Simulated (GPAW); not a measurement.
# How AlRu absorbs and reflects light, part 2 of 2

Aim: the dielectric function of AlRu, and the optical constants that follow from it.

GPAW 26.7.0; DFT, PBE, plane-wave PAW (GPAW data sets), scalar-relativistic, RPA, optical limit.

So far. Step 2 (Ground state): There are states at the Fermi level within the smearing, so the occupations stay smeared and the carriers get a Drude term.

### 4. Dielectric function, RPA

Local fields let the induced charge screen the field inside the cell, which as a rule lowers ε, most along directions where the density is uneven.

This step: DFT, PBE, plane-wave PAW (GPAW data sets), scalar-relativistic, RPA, optical limit (GPAW 26.7.0).

The input, df.py:

```python
from gpaw.response.df import DielectricFunction

df = DielectricFunction('full.gpw', frequencies={'type': 'nonlinear', 'domega0': 0.03, 'omega2': 8},
                        ecut=50,
                        eta=0.15,
                        nbands=25,
                        rate=0.05,
                        txt='df.txt')
for direction in ['x']:
    df.get_dielectric_function(xc='RPA', direction=direction, filename=f'df_{direction}.csv')
```

Started as:

```bash
> OMP_NUM_THREADS=1 python df.py
```

Numbers of over 12 decimals in the logs are rounded to 6 here.

Log:

```text
Using integrator: PointIntegrator
NonLinearFrequencyDescriptor(from 0.000 to 106.549 eV, 546 points)
Nonperiodic BCs:  [False False False]
Using integrator: PointIntegrator
NonLinearFrequencyDescriptor(from 0.000 to 106.549 eV, 546 points)
Nonperiodic BCs:  [False False False]
Using integrator: PointIntegrator

Calculating chi0 body with:
    Ground state adapter containing:
    Number of spins: 1
    Number of kpoints: 3375
    Number of irreducible kpoints: 120
    Number of completely occupied states: 7
    Number of partially occupied states: 10

    Linear response parametrization:
    q_c: [0.0, 0.0, 0.0]
    Number of frequency points: 546
    Planewave cutoff: 50.0
    Number of bands: 25
    Number of planewaves: 19
    Broadening (eta): 0.15

Integrating chi0 body.

Symmetries of q_c:
    Direct symmetries (Uq -> q): 48
    Indirect symmetries (TUq -> q): 0
In total 48 allowed symmetries.

120 groups of equivalent kpoints. 96.444444% reduction.

Integral kind: spectral function

Calculating chi0 optical extensions with:
    Ground state adapter containing:
    Number of spins: 1
    Number of kpoints: 3375
    Number of irreducible kpoints: 120
    Number of completely occupied states: 7
    Number of partially occupied states: 10

    Linear response parametrization:
    Number of frequency points: 546
    Planewave cutoff: 50.0
    Number of bands: 25
    Number of planewaves: 19
    Broadening (eta): 0.15
Integrating chi0 head and wings.

Symmetries of q_c:
    Direct symmetries (Uq -> q): 48
    Indirect symmetries (TUq -> q): 0
In total 48 allowed symmetries.

120 groups of equivalent kpoints. 96.444444% reduction.

Integral kind: spectral function wings

Calculating drude chi0 with:
    Number of frequency points:546
    Plasma frequency decay rate: 0.05 eV

    Ground state adapter containing:
    Number of spins: 1
    Number of kpoints: 3375
    Number of irreducible kpoints: 120
    Number of completely occupied states: 7
    Number of partially occupied states: 10

Symmetries of q_c:
    Direct symmetries (Uq -> q): 48
    Indirect symmetries (TUq -> q): 0
In total 48 allowed symmetries.

120 groups of equivalent kpoints. 96.444444% reduction.

Integral kind: intraband
Plasma frequency:
[[6.41+0.j 0.  -0.j 0.  +0.j]
 [0.  -0.j 6.41+0.j 0.  +0.j]
 [0.  +0.j 0.  +0.j 6.41+0.j]]
```

It took 7.9 s on 1 thread of Arm Neoverse V1, shared host; peak memory 0.23 GiB.

Some rows of df_x.csv (energy; Re and Im without local fields; Re and Im with them):

```text
0.000000, 16499.483855, 0.000000, 16499.325881, 0.000000
0.429336, -210.188186, 60.020707, -210.395094, 60.039178
0.878195, -44.246860, 10.275510, -44.463120, 10.281824
1.347938, -12.837279, 3.712300, -13.059381, 3.698941
1.840057, 0.320187, 3.240721, 0.099110, 3.217841
2.356191, 5.231599, 7.536687, 4.968129, 7.519890
2.898142, 4.640028, 9.688879, 4.401587, 9.605469
3.467895, 1.430476, 9.884908, 1.108841, 9.786489
4.067647, 0.285229, 8.735788, 0.110883, 8.448489
4.699832, -0.529656, 5.217366, -0.575822, 5.042308
5.367152, 2.084732, 3.285929, 2.023936, 3.207495
6.072622, 4.746155, 4.701852, 4.517586, 4.733604
6.819608, 1.629584, 7.777089, 1.328500, 7.649179
7.611886, 3.049206, 6.921145, 2.760789, 6.662084
8.453705, 0.956168, 9.043767, 0.573827, 8.268598
9.349861, -2.984442, 7.276345, -2.656699, 6.833364
10.305790, -3.222904, 4.791404, -3.008351, 4.553744
11.327680, -3.050057, 2.875431, -2.931663, 2.843790
12.422601, -2.249571, 1.890290, -2.141646, 1.857195
13.598673, -1.409672, 1.366660, -1.347187, 1.301670
```

The Im ε, E ∥ x has structure finer than the step of the table below, so its rows give means over 0.5 eV, whole bins alone (the curve runs from 0.305 to 14.0 eV). Peaks (eV: height): 3.22: 11.2, 6.71: 8.39, 8.09: 8.53.

Sum at mesh points, not converged in k. Im ε, E ∥ x against photon energy; means over each step:

```
photon energy (eV)  Im ε, E ∥ x
               1.0         7.95
               1.5         3.26
               2.0         4.76
               2.5         8.33
               3.0         10.3
               3.5         9.74
               4.0         8.61
               4.5         6.13
               5.0         3.92
               5.5         3.29
               6.0         4.76
               6.5         7.39
               7.0         6.61
               7.5         6.39
               8.0         7.93
               8.5         8.07
               9.0         8.02
               9.5         6.42
              10.0         5.21
              10.5         4.31
              11.0         3.41
              11.5         2.51
              12.0         2.03
              12.5         1.74
              13.0         1.36
              13.5         1.33
```

Values under 1 per cm are given as 1; sum at mesh points, not converged in k. Absorption coefficient, E ∥ x against photon energy:

```
photon energy (eV)  absorption coefficient, E ∥ x (1/cm)
             0.492                                 6.4e5
             1.010                                 5.8e5
             1.486                                 4.5e5
             1.985                                 2.2e5
             2.508                                 4.1e5
             3.018                                 5.7e5
             3.510                                 7.4e5
             3.980                                 8.3e5
             4.516                                 8.4e5
             4.981                                 6.7e5
             5.515                                 4.7e5
             6.021                                 6.1e5
             6.494                                 9.7e5
             6.985                                 1.1e6
             7.496                                 1.1e6
             8.026                                 1.5e6
             8.516                                 1.7e6
             9.023                                 2.0e6
             9.483                                 2.1e6
            10.026                                 2.1e6
            10.519                                 2.1e6
            11.029                                 2.2e6
            11.479                                 2.1e6
            12.023                                 2.0e6
            12.504                                 2.0e6
            13.000                                 1.8e6
            13.512                                 1.8e6
```

The loss function −Im 1/ε at q → 0, E ∥ x has structure finer than the step of the table below, so its rows give means over 0.5 eV, whole bins alone (the curve runs from 0.305 to 14.0 eV). Peaks (eV: height): 1.80: 0.311, 5.12: 0.261.

Sum at mesh points, not converged in k. Loss function −Im 1/ε at q → 0, E ∥ x against energy loss; means over each step:

```
energy loss (eV)  loss function −Im 1/ε at q → 0, E ∥ x
             1.0                                0.00706
             1.5                                 0.0678
             2.0                                  0.185
             2.5                                 0.0911
             3.0                                 0.0844
             3.5                                  0.101
             4.0                                  0.116
             4.5                                  0.164
             5.0                                  0.245
             5.5                                  0.184
             6.0                                  0.114
             6.5                                  0.103
             7.0                                  0.143
             7.5                                  0.136
             8.0                                  0.118
             8.5                                  0.123
             9.0                                  0.120
             9.5                                  0.133
            10.0                                  0.145
            10.5                                  0.158
            11.0                                  0.162
            11.5                                  0.177
            12.0                                  0.225
            12.5                                  0.235
            13.0                                  0.304
            13.5                                  0.368
```

The reflectivity at normal incidence, E ∥ x has structure finer than the step of the table below, so its rows give means over 0.5 eV, whole bins alone (the curve runs from 0.305 to 14.0 eV). Peaks (eV: height): 3.26: 40.7, 6.76: 35.0, 11.63: 56.1.

Sum at mesh points, not converged in k. Table of reflectivity at normal incidence, E ∥ x by photon energy; means over each step:

photon energy (eV), reflectivity at normal incidence, E ∥ x (%) and a bar from the least value:
```
      1.0       92.7 ##############################
      1.5       75.5 #######################
      2.0       26.1 ###
      2.5       32.8 ######
      3.0       37.5 ########
      3.5       39.3 #########
      4.0       39.3 #########
      4.5       36.9 ########
      5.0       24.6 ###
      5.5       17.4 
      6.0       23.1 ##
      6.5       31.0 #####
      7.0       31.0 #####
      7.5       29.0 #####
      8.0       34.1 #######
      8.5       38.1 ########
      9.0       42.6 ##########
      9.5       46.2 ###########
     10.0       48.1 ############
     10.5       49.1 #############
     11.0       52.6 ##############
     11.5       55.2 ###############
     12.0       52.3 ##############
     12.5       53.7 ##############
     13.0       51.7 ##############
     13.5       47.3 ############
```

The Im ε, E ∥ x has structure finer than the step of the table below, so its rows give means over 0.5 eV, whole bins alone (the curve runs from 0.305 to 14.0 eV). Peaks (eV: height): without local fields 3.22: 11.3, 6.71: 8.52, 8.52: 9.21; with local fields 3.22: 11.2, 6.71: 8.39, 8.09: 8.53.

Sum at mesh points, not converged in k. Im ε, E ∥ x against photon energy; means over each step:

```
photon energy (eV)  without local fields  with local fields
               1.0                  7.95               7.95
               1.5                  3.28               3.26
               2.0                  4.78               4.76
               2.5                  8.38               8.33
               3.0                  10.4               10.3
               3.5                  9.87               9.74
               4.0                  8.88               8.61
               4.5                  6.34               6.13
               5.0                  4.04               3.92
               5.5                  3.35               3.29
               6.0                  4.71               4.76
               6.5                  7.45               7.39
               7.0                  6.77               6.61
               7.5                  6.61               6.39
               8.0                  8.19               7.93
               8.5                  8.78               8.07
               9.0                  8.67               8.02
               9.5                  6.78               6.42
              10.0                  5.40               5.21
              10.5                  4.52               4.31
              11.0                  3.44               3.41
              11.5                  2.56               2.51
              12.0                  2.09               2.03
              12.5                  1.77               1.74
              13.0                  1.40               1.36
              13.5                  1.39               1.33
```

From ε follow the optical constants at some laser and lamp lines:

```
wavelength (nm)     n      k  R (%)    1/α
           1550  0.82  7.460   94.5  17 nm
            800  0.56  2.657   76.4  24 nm
            633  1.89  1.082   20.6  47 nm
            532  2.60  1.396   30.3  30 nm
            405  2.77  1.922   38.1  17 nm
            365  2.41  2.114   40.1  14 nm
            308  2.08  2.038   39.0  12 nm
```

In reflection the computed colour is faintly blue: x = 0.281, y = 0.309, luminous reflectivity 29 %.

### 5. Results

At this level (PBE, RPA) AlRu is a metal. The mesh is too coarse to trust the carriers' weight, the reflectivity or the colour to better than tens of per cent. In reflection the computed colour is faintly blue: x = 0.281, y = 0.309, luminous reflectivity 29 %. The carriers' damping of 0.05 eV is typed, not computed; it shapes the response at the lowest energies. In this version of GPAW the matrix elements of the optical limit are incomplete, which can lower ε − 1 by up to a tenth where first-row anions or d states rule, and shift it by more in d metals. GPAW's carrier term has the form −ωp²/(ω + i·rate)², which damps like twice the rate and fails at low energy, so the curves leave the lowest energies out. The sum runs over mesh points 0.14 Å⁻¹ apart with no interpolation, so peaks are partly noise of the mesh, and the Drude plasma energy, a sum over the Fermi surface, isn't converged.

[Machine, clock and banner lines and Python warnings are left out of the logs.]

[Logs are printed without paths, hosts, clocks, repeated set-up lines and the standing remarks that a program may print on its own settings, such as how far it seeks lower states.]

[Hosts, paths, dates, database ids (printed as entryN), source tags and the programs' standing remarks are cut or masked in the printed files.]
